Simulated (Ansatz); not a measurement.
The crystal is KSrBiWO6 (F-43m).

```
K Sr Bi W O
1.0
     0.00000    4.27242    4.27242
     4.27242    0.00000    4.27242
     4.27242    4.27242    0.00000
K Sr Bi W O
1 1 1 1 6
Cartesian
  2.1362 2.1362 2.1362
  6.4086 6.4086 6.4086
  0.0000 0.0000 0.0000
  4.2724 4.2724 4.2724
  2.3372 4.2724 4.2724
  6.2076 4.2724 4.2724
  4.2724 4.2724 6.2076
  4.2724 4.2724 2.3372
  4.2724 2.3372 4.2724
  4.2724 6.2076 4.2724
```

The cell is the Materials Project's (PBE, PBE+U or r2SCAN) relaxed one; the ions were relaxed with PBE or PBE+U in the database cell. Spin-orbit coupling is left out unless a run names it.

Gaps computed with Ansatz 0.2.0 without a self-energy: LDA 1.90 eV, PBEsol 1.92 eV, PBE 1.99 eV, HSE06 2.96 eV and DDH-PBE0 3.17 eV. The mean ε∞ by PBE perturbation theory is 5.63.

**Question.** What gap should G0W0 on PBE give (4×4×4 mesh, 855 empty bands, screening to 180 eV, PAW set soft_1 files)?

About 2.94 eV: on its mesh the run moves the gap from 1.99 eV by +0.95 eV. Among the scalar-relativistic levels given, HSE06 is nearest (+0.02 eV). One-shot corrections scale roughly with one over ε∞, here 0.18. Bands and cutoff are finite, so the gap is not at the basis limit. The miss can reach some tenths of an eV and take either sign; the mesh is an error of its own. Where an edge is built on 6p states of lead, bismuth or thallium, scalar-relativistic gaps usually stand too wide, by a few tenths to over one eV. The many-body steps are scalar-relativistic: spin-orbit coupling is not in them.

[Paths, hosts, dates, memory and timing lines, banners, echoed tables and standing remarks are left out of the program output.]

[Logs are printed without paths, hosts, clocks, repeated set-up lines and the standing remarks that a program may print on its own settings, such as how far it seeks lower states.]

[Runs of the session that timed out or met a known fault of the program may be left out.]

[Cells called generated may have been cut or substituted from an entry of the Crystallography Open Database or the Materials Project.]

[Hosts, paths, dates, database ids (printed as entryN), source tags and the programs' standing remarks are cut or masked in the printed files.]
